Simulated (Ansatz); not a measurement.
# Where P_Sn puts its levels in the gap of SnO2 (P4_2/mnm)

Wanted: the transition levels of a substitutional impurity in SnO2 (P4_2/mnm), from a cell of 72 host atoms with 1 Sn taken out and 1 P put in.

Calculated with Ansatz 0.2.0; place-levels on r2SCAN runs: charge-transition levels and formation energies with image-charge correction and potential alignment at the atomic sites; PAW set soft_1.

The experiments to compare with:

For SnO2, rutile (undoped SnO2, value from earlier experiment), “Tunable Transparent Conductors Based on SnO2: Theoretical and Experimental Studies of Codoping” (2024, pmc:11656248) quotes earlier work: band gap (band gap of undoped SnO2, quoted experimental value) about 3.6 eV [Literature value quoted in passing in the theory part as a benchmark; sample form …].

## Step 1: Set-up

The cell holds 72 atoms: 23 Sn, 48 O and 1 P. Its edges and angles: a = 9.516 Å, b = 9.516 Å, c = 9.602 Å, α = 90.0°, β = 90.0°, γ = 90.0°. It derives from SnO2 (space group P4_2/mnm). Nearest the centre at fractional (0.500, 0.500, 0.667): P68 at 0.00 Å, O71 at 2.06 Å, O18 at 2.06 Å, O28 at 2.07 Å, O45 at 2.07 Å, O34 at 2.07 Å, O51 at 2.07 Å, Sn62 at 3.20 Å.

The host's dielectric constants go in as inputs: (4.60, 4.60, 4.91) for the electrons alone, (13.48, 13.48, 10.42) with the ions, from a response run on this crystal (DFPT, PBEsol) at that run's own cell.

The cell's shortest repeat is 9.5 Å.

## Step 2: Charge states

Levels follow from differences of total energies between charge states, each relaxed by itself.

Each atom starts 0.05 Å or so off its site in a random direction: a symmetric start keeps its symmetry, and would miss off-centre moves and Jahn–Teller distortions. Forces are taken at one point at (¼, ¼, ¼). The cell holds 1 electron more than the neutral one, with a uniform background that keeps it neutral on the whole.

The sampling was tested on the host first: at the k-points planned (1x1x1 shifted 0.25 0.25 0.25) its energy lies 0.000 eV an atom from the dense-mesh value, under the bound of 0.02 eV set for this test; that bounds the host's error, not the defect's.

One of the inputs; charge, spin and start change from state to state.

Input file qm1.relax/input.yaml:

```yaml
crystal:
  lattice:
    - [9.51550307, 0.0, 0.0]
    - [0.0, 9.51550307, 0.0]
    - [0.0, 0.0, 9.60204439]
  atoms:
    - { symbol: Sn, position: [0.25, 0.25, 0.16666667] }
    - { symbol: Sn, position: [0.0, 0.0, 0.0] }
[... 4 atom lines left out ...]
    - { symbol: Sn, position: [0.25, 0.25, 0.5] }
[... 5 atom lines left out ...]
    - { symbol: Sn, position: [0.25, 0.25, 0.83333333] }
[... 4 atom lines left out ...]
    - { symbol: O, position: [0.34702862, 0.34702862, 0.66666667] }
[... 6 atom lines left out ...]
    - { symbol: Sn, position: [0.25, 0.75, 0.5] }
[... 2 atom lines left out ...]
    - { symbol: O, position: [0.40297138, 0.59702862, 0.5] }
[... 2 atom lines left out ...]
    - { symbol: Sn, position: [0.25, 0.75, 0.83333333] }
[... 2 atom lines left out ...]
    - { symbol: O, position: [0.40297138, 0.59702862, 0.83333333] }
    - { symbol: O, position: [0.15297138, 0.65297138, 0.66666667] }
    - { symbol: O, position: [0.34702862, 0.84702862, 0.66666667] }
[... 6 atom lines left out ...]
    - { symbol: Sn, position: [0.75, 0.25, 0.5] }
[... 1 atom line left out ...]
    - { symbol: O, position: [0.59702862, 0.40297138, 0.5] }
[... 3 atom lines left out ...]
    - { symbol: Sn, position: [0.75, 0.25, 0.83333333] }
[... 1 atom line left out ...]
    - { symbol: O, position: [0.59702862, 0.40297138, 0.83333333] }
[... 1 atom line left out ...]
    - { symbol: O, position: [0.65297138, 0.15297138, 0.66666667] }
    - { symbol: O, position: [0.84702862, 0.34702862, 0.66666667] }
[... 1 atom line left out ...]
    - { symbol: Sn, position: [0.5, 0.5, 0.0] }
[... 4 atom lines left out ...]
    - { symbol: Sn, position: [0.75, 0.75, 0.5] }
    - { symbol: Sn, position: [0.5, 0.5, 0.33333333] }
[... 5 atom lines left out ...]
    - { symbol: P, position: [0.5, 0.5, 0.66666667] }
[... 2 atom lines left out ...]
    - { symbol: O, position: [0.65297138, 0.65297138, 0.66666667] }
    - { symbol: O, position: [0.84702862, 0.84702862, 0.66666667] }
  host:
    repeats: [2, 2, 3]
    atoms:
      - { symbol: Sn, position: [0.5, 0.5, 0.5] }
      - { symbol: Sn, position: [0.0, 0.0, 0.0] }
      - { symbol: O, position: [0.19405723, 0.80594277, 0.5] }
      - { symbol: O, position: [0.80594277, 0.19405723, 0.5] }
      - { symbol: O, position: [0.30594277, 0.30594277, 0.0] }
      - { symbol: O, position: [0.69405723, 0.69405723, 0.0] }
total_charge: -1
basis:
  ecutwfc: 500
  xc_grid: 2
hamiltonian:
  xc: r2scan
  pseudopotentials: { kind: paw, azcp: { folder: soft_1 } }
kpoints:
  mp_grid: { grid: [1, 1, 1], shift: [0.25, 0.25, 0.25] }
scf:
  occupations: { method: fixed }
  max_iter: 100
output:
  forces: true
  charged_corrections:
    epsilon: [4.6, 4.6, 4.91]
    static_epsilon: [13.48, 13.48, 10.42]
    defect_position: [0.5, 0.5, 0.666667]
relax:
  f_tol: 0.02
  max_steps: 80
  random_displacement: { amplitude: 0.05, seed: 8391 }
checkpoint:
  write: "../qm1.relax.run"
  compress: false
  write_wavefunctions: true
  write_every: 100000
```

Started as:

```sh
ansatz run input.yaml --threads 8 --pin off --max-ram 15073MiB --backend cpu --events-out ev --progress --plain --runs-dir out
```

Defect states can disperse in a cell of this size, so the energy is taken again at a 2×2×2 shifted mesh, on the relaxed structure.

The run of this state that the levels use, under r2SCAN:

Input file qm1.point/input.yaml:

```yaml
crystal:
  checkpoint: "../qm1.relax.run"
  host: checkpoint
total_charge: -1
basis:
  ecutwfc: 500
  xc_grid: 2
hamiltonian:
  xc: r2scan
  pseudopotentials: { kind: paw, azcp: { folder: soft_1 } }
kpoints:
  mp_grid: { grid: [2, 2, 2], shift: [0.5, 0.5, 0.5] }
scf:
  occupations: { method: fermi_dirac, width: 0.01 }
  max_iter: 100
output:
  forces: true
  eigenvalues: true
  charged_corrections:
    epsilon: [4.6, 4.6, 4.91]
    static_epsilon: [13.48, 13.48, 10.42]
    defect_position: [0.5, 0.5, 0.666667]
  eigenstates: { localisation: true }
  populations: true
  band_densities: [{ bands: [v1, v1] }, { bands: [c1, c1] }]
  write_density: true
  write_potential: true
  volumetric_format: npy
  elf: true
checkpoint:
  read: "../qm1.relax.run"
  write: "../qm1.point.run"
  compress: false
  write_wavefunctions: false
  write_every: 100000
```

Relaxations under r2SCAN at one point at (¼, ¼, ¼); times on 8 threads of Arm Neoverse V1, shared host:

| charge | moment (μB) | occupations | outcome | steps | largest displacement against the far atoms (Å) | time |
| --- | --- | --- | --- | --- | --- | --- |
| −1 | 0 | fixed | converged | 10 | 0.30 | 2.5 min |
| 0 | 1 | fixed | converged | 8 | 0.30 | 4.1 min |
| +1 | 0 | fixed | converged | 6 | 0.31 | 97 s |

Single points under r2SCAN at a 2×2×2 shifted mesh; times on 8 threads of Arm Neoverse V1, shared host:

| charge | moment (μB) | occupations | outcome | time |
| --- | --- | --- | --- | --- |
| −1 | 0 | fermi-dirac | converged | 1.8 min |
| 0 | 1 | fermi-dirac | converged | 5 min |
| +1 | 0 | fermi-dirac | converged | 89 s |

Distances (Å) from P68 to the nearest atoms after relaxation with r2SCAN:

| charge | moment (μB) | 1. | 2. | 3. | 4. | 5. | 6. |
| --- | --- | --- | --- | --- | --- | --- | --- |
| −1 | 0 | O 1.77 | O 1.77 | O 1.77 | O 1.77 | O 1.81 | O 1.81 |
| 0 | 1 | O 1.77 | O 1.77 | O 1.77 | O 1.77 | O 1.81 | O 1.81 |
| +1 | 0 | O 1.77 | O 1.77 | O 1.77 | O 1.77 | O 1.81 | O 1.81 |

## Step 3: Levels against the band edges, r2SCAN

A charged cell interacts with its images and the background, and its potential has another zero than the host's. place-levels removes the first by a point-charge model, screened by the static dielectric constant since the ions have relaxed around the charge, and the second by comparing potentials at atoms far from the defect.

The host is a run of the defect-free crystal in the same cutoffs, grids and k-points, so that basis and sampling errors cancel in part in the differences. The host is run in a cell of 6 atoms on a matching mesh. Its band edges are searched through the zone by a band path, so the gap is smaller than, or equal to, that on the mesh. Chemical potentials are energies per atom of Sn (alpha-Sn (diamond)) and P (black phosphorus), run with the same functional and cutoff.

Input file levels.point.yaml:

```yaml
host:
  run: host.point.run
states: [qm1.point.run, q0_M1.point.run, qp1.point.run]
geometry_from:
  qm1.point.run: qm1.relax.run
  q0_M1.point.run: q0_M1.relax.run
  qp1.point.run: qp1.relax.run
  host.point.run: host.relax.run
chemical_potentials:
  Sn:
    energy: -6038.703821
    dataset: <sha256 of the dataset>
  P:
    energy: -759.166194
    dataset: "<sha256 of the dataset>"
epsilon: [4.6, 4.6, 4.91]
static_epsilon: [13.48, 13.48, 10.42]
vertical:
  - { from: qm1.point.run, to: qm1.point_neutral.run }
  - { from: qp1.point.run, to: qp1.point_neutral.run }
```

Started as:

```sh
ansatz place-levels levels.point.yaml -- --threads 8 --pin off --max-ram 15073MiB
```

Numbers of over 12 decimals in the logs are rounded to 6 here.

What it wrote:

```text
[... repeated set-up lines and file paths are left out, and long positions are rounded to six places ...]
(+1/0) 1.811 eV above the valence edge (+2.501 eV without the band-filling correction), in the conduction band; not on the lower envelope
(0/-1) 1.795 eV above the valence edge (+2.690 eV without the band-filling correction), 0.000 eV under the conduction edge; not on the lower envelope
(+1/-1) 1.803 eV above the valence edge (+2.595 eV without the band-filling correction), in the conduction band: charges between them are lowest nowhere
formation energy of charge +1: -0.217 eV with the Fermi level at the valence edge
formation energy of charge 0: +1.594 eV with the Fermi level at the valence edge
formation energy of charge -1: +3.389 eV with the Fermi level at the valence edge
vertical -1 to 0: no energy, since no alignment is typed
  the change from vertical[0].from (qm1.point.run) to vertical[0].to (qm1.point_neutral.run): by its potential at epsilon [4.6, 4.6, 4.91] it stands at 0.500 0.501 0.166, with an rms radius of about 6.9 Å (3.7 3.7 4.5 Å across the planes of the cell's [...]
vertical +1 to 0: no energy, since no alignment is typed
  the change from vertical[1].from (qp1.point.run) to vertical[1].to (qp1.point_neutral.run): by its potential at epsilon [4.6, 4.6, 4.91] it stands at 0.500 0.500 0.167, with an rms radius of about 6.8 Å (3.7 3.7 4.3 Å across the planes of the cell's [...]
  edges by r2scan, gap 1.795 eV; the host is sampled to repeats of 26.91 Å
  the defect's cells are sampled to repeats of 26.91 Å, like sampling
  charge +1: -166960.4295 eV with its correction of -0.066 eV, at epsilon [13.48, 13.48, 10.42], aligned at sites: -0.2376 eV, mean over 37 atomic sites at or beyond 4.76 Å from the defect at [0.5000, 0.5000, 0.6667], with +0.026572 for the charge's moments [...]
  charge 0: +0.000 eV for its dipole among its images, +0.000 omitted
  charge -1: -166937.3714 eV with its correction of +0.232 eV, at epsilon [13.48, 13.48, 10.42], aligned at sites: -0.0606 eV, mean over 37 atomic sites at or beyond 4.76 Å from the defect at [0.5000, 0.5000, 0.6667], with +0.024891 for the charge's moments [...]
  of states[2] (qp1.point.run): it parts from the run at its places by a charge that spreads by about 4.3 Å along one vector (1.7 Å or more is wide), by its potential at epsilon [4.6, 4.6, 4.91], taken for that of held ions (one typed too small widens it), [...]
  of states[1] (q0_M1.point.run): a band-filling correction moves a carrier to the host's band edge, which changes its energy by -0.691 eV; its displacements don't fall off away from the defect: farther atoms stand 0.014 Å off the host's places. [...]
  of states[0] (qm1.point.run): it parts from the run at its places by a charge that spreads by about 4.5 Å along one vector (1.7 Å or more is wide), by its potential at epsilon [4.6, 4.6, 4.91], taken for that of held ions (one typed too small widens it), [...]
  of vertical[0].from (qm1.point.run): its displacements don't fall off away from the defect: farther atoms stand 0.015 Å off the host's places. [...]
  of vertical[0].to (qm1.point_neutral.run): its displacements don't fall off away from the defect: farther atoms stand 0.015 Å off the host's places. [...]
  of vertical[1].from (qp1.point.run): its displacements don't fall off away from the defect: farther atoms stand 0.014 Å off the host's places. [...]
  of vertical[1].to (qp1.point_neutral.run): its displacements don't fall off away from the defect: farther atoms stand 0.014 Å off the host's places. [...]
```

Wall time 0.34 s (8 threads of Arm Neoverse V1, shared host).

Levels between the charges placed, in eV above the valence top:

|  | gap (eV) | (+1/0) | (0/−1) |
| --- | --- | --- | --- |
| r2SCAN | 1.80 | 1.81 | 1.80 |

Corrections by state:

| charge | moment (μB) | image terms and alignment (eV) | band filling (eV) | ε used | over the lowest of its charge, as the program ranks them, band filling apart (eV) |
| --- | --- | --- | --- | --- | --- |
| +1 | 0.0 | -0.066 | - | principal values (10.42, 13.48, 13.48) | 0.000 |
| 0 | 1.0 | 0.000 | -0.691 | - | 0.000 |
| −1 | 0.0 | 0.232 | -1.585 | principal values (10.42, 13.48, 13.48) | 0.000 |

The charged structures listed were also run neutral, and place-levels reads from each pair, by the potential or the spins, how wide the charge is by which they differ; that can be the carrier of either run.

| charge | rms radius (Å) | spread where it is widest against the cell (Å) | wide from (Å) | reading |
| --- | --- | --- | --- | --- |
| +1 | 6.8 | 4.32 | 1.66 | wide |
| −1 | 6.9 | 4.49 | 1.66 | wide |

The neutral runs of these pairs need not share the spin of the lowest neutral state, and very wide values only mean spread over the cell.

From the program's caveats on the states, each cut to its opening words:

- charge +1: it parts from the run at its places by a charge that spreads by about 4.3 Å along one vector (1.7 Å or more is wide), by its potential at epsilon [4.6, 4.6, [...]
- charge +1, 0 (1 μB): its displacements don't fall off away from the defect: farther atoms stand 0.014 Å off the host's places
- charge 0 (1 μB): a band-filling correction moves a carrier to the host's band edge, which changes its energy by -0.691 eV
- charge 0 (1 μB): flagged: stability check not made
- charge −1: it parts from the run at its places by a charge that spreads by about 4.5 Å along one vector (1.7 Å or more is wide), by its potential at epsilon [4.6, 4.6, [...]
- charge −1: a band-filling correction moves a carrier to the host's band edge, which changes its energy by -1.585 eV
- charge −1: its alignment with the host at atomic sites is doubtful: the mean over the far sites moves by -0.0765 eV from their farther parts to their nearer, more than [...]
- charge −1: its displacements don't fall off away from the defect: farther atoms stand 0.015 Å off the host's places

The host's formation energy from the elements is -1.867 eV per atom; it sets how far the chemical potentials can move.

Formation energies (eV), O-rich (Δμ(O) = 0.00 eV, Δμ(Sn) = -5.60 eV, Δμ(P) = 0.00 eV):

| charge | Fermi level at the valence top | at the conduction bottom |
| --- | --- | --- |
| +1 | -5.82 | -4.02 |
| 0 | -4.01 | -4.01 |
| −1 | -2.21 | -4.01 |

Formation energies (eV), Sn-rich (Δμ(Sn) = 0.00 eV, Δμ(O) = -2.80 eV, Δμ(P) = 0.00 eV):

| charge | Fermi level at the valence top | at the conduction bottom |
| --- | --- | --- |
| +1 | -0.22 | 1.58 |
| 0 | 1.59 | 1.59 |
| −1 | 3.39 | 1.59 |

## Step 4: Effect of the sampling

The relaxations' own energies give the levels at their sampling, for comparison.

Input file levels.relax_mesh.yaml:

```yaml
host:
  run: host.relax.run
states: [qm1.relax.run, q0_M1.relax.run, qp1.relax.run]
chemical_potentials:
  Sn:
    energy: -6038.703821
    dataset: <sha256 of the dataset>
  P:
    energy: -759.166194
    dataset: "<sha256 of the dataset>"
```

Started as:

```sh
ansatz place-levels levels.relax_mesh.yaml -- --threads 8 --pin off --max-ram 15073MiB
```

What it wrote:

```text
[...]
formation energy of charge +1: -0.219 eV with the Fermi level at the valence edge
formation energy of charge 0: +1.593 eV with the Fermi level at the valence edge
formation energy of charge -1: +3.388 eV with the Fermi level at the valence edge
  edges by r2scan, gap 1.795 eV; the host is sampled to repeats of 13.46 Å
[... the lines on each state left out ...]
```

It took 0.12 s on 8 threads.

Levels between neighbouring charges, in eV above the valence top:

|  | gap (eV) | (+1/0) | (0/−1) |
| --- | --- | --- | --- |
| one point at (¼, ¼, ¼) | 1.80 | 1.81 | 1.80 |
| a 2×2×2 shifted mesh | 1.80 | 1.81 | 1.80 |

Going from one point at (¼, ¼, ¼) to a 2×2×2 shifted mesh moves formation energies against the elements by up to 0.00 eV; band-filling terms, which differ between samplings, are in these energies.

## Step 5: Summary of results

* gap of the host: 1.80 eV (r2SCAN)
* level (plus 1/0): 1.81 eV above the valence top, past the conduction bottom, not a change between lowest states (2.50 eV above the valence top without the band-filling term)
* level (0/minus 1): 1.80 eV above the valence top, at the conduction bottom, not a change between lowest states (2.69 eV above the valence top without the band-filling term)
* lowest of the charges placed, just above the valence top (0.02 eV): +1
* lowest of the charges placed, just below the conduction bottom (0.02 eV): +1
* lowest formation energy at mid-gap of the charges run, O-rich: -4.92 eV
* lowest formation energy at mid-gap of the charges run, Sn-rich: 0.68 eV

Of the charges placed (−1, 0 and +1), +1 is the lowest from 0.02 eV above the valence top to 0.02 eV below the conduction bottom, a gap of 1.80 eV. Charges above +1 were not placed, so these runs say nothing of levels that involve them. States placed: +1 at 0 μB; 0 at 1 μB; −1 at 0 μB. Other spin states or structures, where not listed, weren't placed. The program finds carriers beyond a band edge of the host and adds a band-filling term at charge −1 (-1.59 eV) and 0 (-0.69 eV); steps to such a charge show no bound level, and a defect level inside a band would be read the same way. P is taken at its element; compounds, which aren't counted here, bound the chemical potentials and would shift these formation energies. The lowest formation energy (O-rich) is negative across the gap, so the defect would form by itself: these chemical potentials lie beyond what competing compounds allow, or the host is unstable against it. Going from one point at (¼, ¼, ¼) to a 2×2×2 shifted mesh moves formation energies against the elements by up to 0.00 eV; band-filling terms, which differ between samplings, are in these energies. The program doubts the alignment of potentials for at least one state, a sign that the cell is small. What this leaves open: r2SCAN makes the gap too small and tends to spread out bound carriers; where a gas molecule sets a chemical potential or the host's formation energy, its binding is uncorrected; spin–orbit coupling, which can matter with heavy atoms, is left out.

Comparison with the measured values:

| quantity | measured | r2SCAN |
| --- | --- | --- |
| band gap (least gap of the host) (eV) | 3.6 | 1.80 (-1.80 eV) |

Measured values from pmc:11656248 (2024).

How well it matches: The band gap is off by -1.80 eV. Local and semilocal functionals usually give gaps below the measured ones. Spin-orbit coupling, left out here, can change the gap with such heavy elements. Zero-point and thermal motion shift the measured gap.

[Logs are printed without paths, hosts, clocks, repeated set-up lines and the standing remarks that a program may print on its own settings, such as how far it seeks lower states.]

[Hosts, paths, dates, database ids (printed as entryN), source tags and the programs' standing remarks are cut or masked in the printed files.]

[Where a table of states has a column of steps, it counts the stored structures, which are thinned; the runs took as many ionic steps or more.]

[A defect's name tells the site on which it was built; relaxed atoms can leave that site.]

[For some hosts the program warned that the k-mesh of the response run may be too coarse for force constants and the static dielectric constant; such warnings are not shown here.]
